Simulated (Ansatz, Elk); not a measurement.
# FeNiAs2: X-ray structure factors from the self-consistent density

The structure of FeNiAs2 used here is made up (a known structure type with other elements) and was relaxed beforehand with PBEsol. The aim is the Fourier transform of its all-electron density, F(hkl), set beside the sum over free spherical atoms that refinements use.

Program: Elk 11.2.3 (patched build). Level of theory: DFT, PBE, all-electron APW+lo, Dirac cores, scalar-relativistic bands, static density, no spin. Results are calculated unless marked as measured.

The structure was built from a prototype and need not be the compound's stable phase.

## Step 1: Starting point

The structure is trigonal, space group P-3m1 (No. 164). Conventional cell: a = 3.536 Å, b = 3.536 Å, c = 4.989 Å, α = 90.00°, β = 90.00°, γ = 120.00°. Nearest to As lie 3 Fe at 2.37 Å and 3 Ni at 2.42 Å. Nearest to Ni lie 6 As at 2.42 Å and 2 Fe at 2.49 Å. Fe has 6 As at 2.37 Å and 2 Ni at 2.49 Å nearest. Farther neighbours are not listed.

## Step 2: Ground state and structure factors

An all-electron density is needed, since X-rays see the cores too. Task 0 finds the density and task 195 Fourier-transforms it; tshift is off so that phases refer to the origin typed.

elk.in reads:

```
tasks
  0
  195

xctype
  20

spinpol
  .false.

rgkmax
  7.0

gmaxvr
  14.0

lmaxo
  7

lmaxapw
  8

swidth
  0.002

tshift
  .false.

ramdisk
  .false.

hmaxvr
  5.5

maxscl
  120

epspot
  1e-06

sppath
  './'

avec
  6.68264005587 0.00000000000 -0.00000000000
  -3.34132002793 5.78733605273 0.00000000000
  -0.00000000000 -0.00000000000 9.42807096214

atoms
  3
  'As.in'
  2
  0.6666666667 0.3333333333 0.7407210996   0.000000 0.000000 0.000000
  0.3333333333 0.6666666667 0.2592789004   0.000000 0.000000 0.000000
  'Ni.in'
  1
  -0.0000000000 -0.0000000000 0.0000000000   0.000000 0.000000 0.000000
  'Fe.in'
  1
  0.0000000000 0.0000000000 0.5000000000   0.000000 0.000000 0.000000

ngridk
  7 7 5
```

Started as:

```bash
$ OMP_NUM_THREADS=4 elk
```

Numbers of over 12 decimals in the logs are rounded to 6 here.

The log of the run:

```text
┌─────────────────────────┐
│ Elk code version 11.2.3 │
└─────────────────────────┘

All units are atomic (Hartree, Bohr, etc.)

┌─────────────────────────────────────────────────┐
│ Ground-state run starting from atomic densities │
└─────────────────────────────────────────────────┘

Lattice vectors :
   6.682640056       0.000000000      -0.000000000
  -3.341320028       5.787336053       0.000000000
  -0.000000000      -0.000000000       9.428070962

Reciprocal lattice vectors :
  0.9402250091      0.5428391621       0.000000000
   0.000000000       1.085678324       0.000000000
   0.000000000       0.000000000      0.6664338158

Unit cell volume      :    364.6276626
Brillouin zone volume :   0.6802835849

Muffin-tin inner radius fraction :   0.1000000000E-01

Nuclei treated as point charges

Species : 1 (As)
 parameters loaded from : As.in
 name : arsenic
 nuclear charge    :   -33.00000000
 electronic charge :    33.00000000
 atomic mass :    136573.7220
 muffin-tin radius :    2.167215006
 number of radial points in muffin-tin :    993
 inner part over the whole radius :   0.9846144987E-02
 number on inner part of muffin-tin    :    700
 approximate nuclear radius :   0.7712558785E-04
 number of mesh points to nuclear radius :    343
 atomic positions (lattice), magnetic fields (Cartesian) :
  1 :  -0.33333333  0.33333333 -0.25927890    0.00000000  0.00000000  0.00000000
  2 :   0.33333333 -0.33333333  0.25927890    0.00000000  0.00000000  0.00000000

Species : 2 (Ni)
 parameters loaded from : Ni.in
 name : nickel
 nuclear charge    :   -28.00000000
 electronic charge :    28.00000000
 atomic mass :    106991.5231
 muffin-tin radius :    2.350221072
 number of radial points in muffin-tin :    993
 inner part over the whole radius :   0.9849300028E-02
 number on inner part of muffin-tin    :    700
 approximate nuclear radius :   0.7325707712E-04
 number of mesh points to nuclear radius :    335
 atomic positions (lattice), magnetic fields (Cartesian) :
  1 :   0.00000000  0.00000000  0.00000000    0.00000000  0.00000000  0.00000000

Species : 3 (Fe)
 parameters loaded from : Fe.in
 name : iron
 nuclear charge    :   -26.00000000
 electronic charge :    26.00000000
 atomic mass :    101799.2075
 muffin-tin radius :    2.213117769
 number of radial points in muffin-tin :    993
 inner part over the whole radius :   0.9978443918E-02
 number on inner part of muffin-tin    :    699
 approximate nuclear radius :   0.7160107270E-04
 number of mesh points to nuclear radius :    333
 atomic positions (lattice), magnetic fields (Cartesian) :
  1 :   0.00000000  0.00000000  0.50000000    0.00000000  0.00000000  0.00000000

Total number of atoms per unit cell :    4
Total muffin-tin volume :    185.0573471
 ratio of muffin-tin to unit cell volume :   0.5075241571

Spin treatment :
 spin-unpolarised

Number of Bravais lattice symmetries :   24
Number of crystal symmetries         :   12
Crystal has inversion symmetry
Real symmetric eigensolver will be used

k-point grid :      7     7     5
k-point offset :    0.000000000       0.000000000       0.000000000
k-point set is reduced with full crystal symmetry group
Total number of k-points :       32

Muffin-tin radius times maximum |G+k| :    7.000000000
 using average radius
Maximum |G+k| for APW functions       :    3.146856303
Maximum (1/2)|G+k|²                   :    4.951352296
Maximum |G| for potential and density :    14.00000000
Constant for pseudocharge density :    8
 order of it for each species :   15  15  15
 order of it for pair densities of each species (exact exchange by exxq0 0: 16) :    9  11   9
Radial integration step length :    1

G-vector grid sizes :     30    30    45
Number of G-vectors :    16885

Maximum angular momentum used for
 APW functions            :    8
 outer part of muffin-tin :    7
 inner part of muffin-tin :    2

Total nuclear charge    :   -120.0000000
Total core charge       :    58.00000000
Total valence charge    :    62.00000000
[...]
total energy                :     -7316.5588965989

Density of states at Fermi energy :    52.83380147
 (states/Hartree/unit cell)

Estimated indirect band gap :   0.3808389268E-02
 from k-point 5 to k-point 28
Estimated direct band gap   :   0.9164094810E-02
 at k-point 3

Charges :
 core                        :    58.00000000
 valence                     :    62.00000000
 interstitial                :    5.432603703
 muffin-tins (core leakage)
  species : 1 (As)
   atom 1                    :    30.53661912     (  0.6100232952E-03)
   atom 2                    :    30.53661912     (  0.6100232952E-03)
  species : 2 (Ni)
[...]
species : 3 (Fe)
[...]
total in muffin-tins        :    114.5673963
 total calculated charge     :    119.9978721
 total charge                :    120.0000000
 error                       :   0.2127905968E-02

RMS change in Kohn-Sham potential (target) :   0.4124296838     (  0.1000000000E-05)
Absolute change in total energy (target)   :   0.2189027042     (  0.1000000000E-03)

[... loops 3 to 16 left out ...]

┌──────────────────┐
│ Loop number : 17 │
└──────────────────┘

Energies :
 Fermi                       :     0.354450
 sum of occupied eigenvalues :     -4209.0177231171
 electron kinetic            :      7459.3379043593
 core electron kinetic       :      6796.5394587089
 Coulomb                     :     -14487.695256338
 Coulomb potential           :     -11294.591946240
 nuclear-nuclear             :     -1134.0886104221
 electron-nuclear            :     -15446.317386247
 Hartree                     :      2092.7107403316
 Madelung                    :     -8840.3992832178
 xc potential                :     -373.76368123604
 exchange                    :     -281.63234562809
 correlation                 :     -5.846895
 electron entropic           :    -0.10576790584565E-02
 total energy                :     -7315.8376498171

Density of states at Fermi energy :    79.89772509
 (states/Hartree/unit cell)

Estimated indirect band gap :   0.7077112918E-03
 from k-point 26 to k-point 22
Estimated direct band gap   :   0.1251882819E-01
 at k-point 32

Charges :
 core                        :    58.00000000
 valence                     :    62.00000000
 interstitial                :    5.815767026
 muffin-tins (core leakage)
  species : 1 (As)
[...]
species : 2 (Ni)
[...]
species : 3 (Fe)
[...]
total in muffin-tins        :    114.1842330
 total calculated charge     :    119.9979666
 total charge                :    120.0000000
 error                       :   0.2033418854E-02

RMS change in Kohn-Sham potential (target) :   0.7780321595E-06 (  0.1000000000E-05)
Absolute change in total energy (target)   :   0.3046140137E-04 (  0.1000000000E-03)

Convergence targets achieved

┌──────────────────┐
│ Loop number : 18 │
└──────────────────┘

Energies :
 Fermi                       :     0.354450
 sum of occupied eigenvalues :     -4209.0177075422
 electron kinetic            :      7459.3379120952
 core electron kinetic       :      6796.5394655087
 Coulomb                     :     -14487.695244918
 Coulomb potential           :     -11294.591954054
 nuclear-nuclear             :     -1134.0886104221
 electron-nuclear            :     -15446.317356052
 Hartree                     :      2092.7107215559
 Madelung                    :     -8840.3992678915
 xc potential                :     -373.76366558354
 exchange                    :     -281.63234445693
 correlation                 :     -5.846895
 electron entropic           :    -0.10576778571732E-02
 total energy                :     -7315.8376294744

Density of states at Fermi energy :    79.89764527
 (states/Hartree/unit cell)

Estimated indirect band gap :   0.7077456005E-03
 from k-point 26 to k-point 22
Estimated direct band gap   :   0.1251884046E-01
 at k-point 32

Charges :
 core                        :    58.00000000
 valence                     :    62.00000000
 interstitial                :    5.815767067
 muffin-tins (core leakage)
  species : 1 (As)
[...]
atom 2                    :    30.90192678     (  0.5889208704E-03)
  species : 2 (Ni)
   atom 1                    :    27.44797267     (  0.3758299621E-03)
  species : 3 (Fe)
   atom 1                    :    24.93240671     ( -0.2211535524E-06)
 total in muffin-tins        :    114.1842329
 total calculated charge     :    119.9979666
 total charge                :    120.0000000
 error                       :   0.2033419196E-02

┌──────────────────────────────┐
│ Self-consistent loop stopped │
└──────────────────────────────┘

Warning : core states of species 1 leak from the muffin-tin :   0.5889208704E-03

Warning : core states of species 2 leak from the muffin-tin :   0.3758299621E-03

Wrote STATE.OUT
```

Elapsed: 27 s, on 4 threads of Arm Neoverse V1, shared host; peak memory 0.16 GiB; 81 s of CPU time.

SFACRHO.OUT:

```text

h k l indices transformed by vhmat matrix:
   1.000000000       0.000000000       0.000000000    
   0.000000000       1.000000000       0.000000000    
   0.000000000       0.000000000       1.000000000    

      h      k      l  multipl.   |H|            Re(F)            Im(F)           |F|

      0      0      0      1   0.0000000       120.00000     -0.46241420E-16   120.00000    
      0      0     -1      2  0.66643382      -1.5174523      0.70467448E-14   1.5174523    
      0     -1      0      6   1.0856783       17.462387     -0.75461689E-14   17.462387    
      1      0      1      6   1.2739040      -42.298100     -0.63560857E-14   42.298100    
      0     -1     -1      6   1.2739040       49.652530      0.16490139E-13   49.652530    
      0      0     -2      2   1.3328676      -9.7922632     -0.12625472E-13   9.7922632    
     -1      0     -2      6   1.7190793       66.666330     -0.11567277E-13   66.666330    
      0      1      2      6   1.7190793       56.967943      0.89112391E-14   56.967943    
     -1     -1      0      6   1.8804500       82.604841      0.10337565E-13   82.604841    
      1      1      1     12   1.9950505     -0.64856206     -0.53653060E-14  0.64856206    
      0      0      3      2   1.9993014       9.8457091      0.63546391E-14   9.8457091    
     -2      2      0      6   2.1713566       11.569071      0.42414199E-16   11.569071    
      0      2     -1      6   2.2713264       39.983517     -0.10134601E-13   39.983517    
      0      2      1      6   2.2713264      -33.732014      0.77136381E-14   33.732014    
     -1      1      3      6   2.2750613       34.568284      0.58019447E-14   34.568284    
     -1      0      3      6   2.2750613      -38.309305      0.58299887E-14   38.309305    
     -2      1     -2     12   2.3049140      -9.8024812     -0.98870738E-14   9.8024812    
     -2      0     -2      6   2.5478080       46.276327     -0.92348000E-14   46.276327
```

Elk indexes on the primitive cell of elk.in and gives |H| = 4π sin θ/λ in inverse bohr. Below, one row stands for each form hkl of the conventional cell (m members, Friedel mates merged), F is for one primitive cell and the density is static (no thermal factor). Free-atom factors are Waasmaier and Kirfel's, and R is Σm||F|−|F'||/Σm|F|.

| hkl | m | sin θ/λ (Å⁻¹) | abs F, DFT | neutral atoms | diff. |
| --- | --- | --- | --- | --- | --- |
| 001 | 2 | 0.100 | 1.518 | 1.419 | +0.098 |
| 100 | 6 | 0.163 | 17.462 | 17.093 | +0.370 |
| 101 | 6 | 0.192 | 42.298 | 42.265 | +0.033 |
| 011 | 6 | 0.192 | 49.653 | 49.578 | +0.074 |
| 002 | 2 | 0.200 | 9.792 | 9.891 | -0.099 |
| 102 | 6 | 0.259 | 66.666 | 66.977 | -0.311 |
| 012 | 6 | 0.259 | 56.968 | 57.264 | -0.296 |
| 110 | 6 | 0.283 | 82.605 | 83.153 | -0.549 |
| 111 | 12 | 0.300 | 0.649 | 0.693 | -0.044 |
| 003 | 2 | 0.301 | 9.846 | 9.862 | -0.016 |
| 200 | 6 | 0.327 | 11.569 | 11.845 | -0.275 |
| 201 | 6 | 0.342 | 39.983 | 40.200 | -0.217 |
| 021 | 6 | 0.342 | 33.732 | 33.961 | -0.229 |
| 103 | 6 | 0.342 | 34.568 | 34.688 | -0.120 |
| 013 | 6 | 0.342 | 38.309 | 38.408 | -0.099 |
| 112 | 12 | 0.347 | 9.803 | 9.784 | +0.019 |
| 202 | 6 | 0.383 | 46.276 | 46.354 | -0.078 |
| 022 | 6 | 0.383 | 54.418 | 54.497 | -0.079 |
| 004 | 2 | 0.401 | 67.575 | 67.681 | -0.106 |
| 113 | 12 | 0.413 | 8.404 | 8.429 | -0.024 |
| 210 | 12 | 0.432 | 8.879 | 8.896 | -0.017 |
| 014 | 6 | 0.433 | 16.943 | 16.904 | +0.039 |

## Step 3: The highest occupied states alone

An energy window below the Fermi level keeps the highest occupied states, to see at which angles they scatter; shallow core shells can lie inside it and anion s states outside. No new self-consistency is needed.

Changes to elk.in since step 2:

```diff
@@ -1,3 +1,2 @@
 tasks
-  0
   195
@@ -40,2 +39,5 @@
 
+wsfac
+  -0.196790 0.654450
+
 sppath
```

Started as:

```bash
$ OMP_NUM_THREADS=4 elk
```

The log of the run:

```text
┌─────────────────────────────────┐
│ Elk code version 11.2.3 started │
└─────────────────────────────────┘

Info(readinput): the functional depends on the density's gradient
 muffin-tin radial points multiplied by    2.00000
 (not where nrmtscf is given)

┌────────────────────┐
│ Current task : 195 │
└────────────────────┘
Info(checkmt): changed muffin-tin radius of species 1 (As) from   2.4000 to   2.1672
Info(checkmt): changed muffin-tin radius of species 2 (Ni) from   2.4000 to   2.3502
Info(checkmt): changed muffin-tin radius of species 3 (Fe) from   2.4000 to   2.2131

Info(sfacrho): density structure factors written to SFACRHO.OUT

 Energy window :  -0.1967900000      0.6544500000

┌──────────────────┐
│ Elk code stopped │
└──────────────────┘
```

Wall time 7 s (4 threads); peak memory 0.17 GiB; 9.7 s of CPU time.

States within 15 eV below the Fermi level hold 28.00 electrons; any levels below the window count with the cores. Their amplitudes can exceed the total, where window and core parts have opposite phase:

| hkl | sin θ/λ (Å⁻¹) | abs F, window | abs F, all |
| --- | --- | --- | --- |
| 001 | 0.100 | 1.573 | 1.518 |
| 100 | 0.163 | 10.139 | 17.462 |
| 101 | 0.192 | 0.173 | 42.298 |
| 011 | 0.192 | 3.623 | 49.653 |
| 002 | 0.200 | 8.220 | 9.792 |
| 102 | 0.259 | 7.694 | 66.666 |
| 012 | 0.259 | 7.626 | 56.968 |
| 110 | 0.283 | 6.620 | 82.605 |
| 111 | 0.300 | 1.467 | 0.649 |
| 003 | 0.301 | 1.405 | 9.846 |

(Continued in part 2 of 2.)

[Logs are printed without paths, hosts, clocks, repeated set-up lines and the standing remarks that a program may print on its own settings, such as how far it seeks lower states.]

[Hosts, paths, dates, database ids (printed as entryN), source tags and the programs' standing remarks are cut or masked in the printed files.]
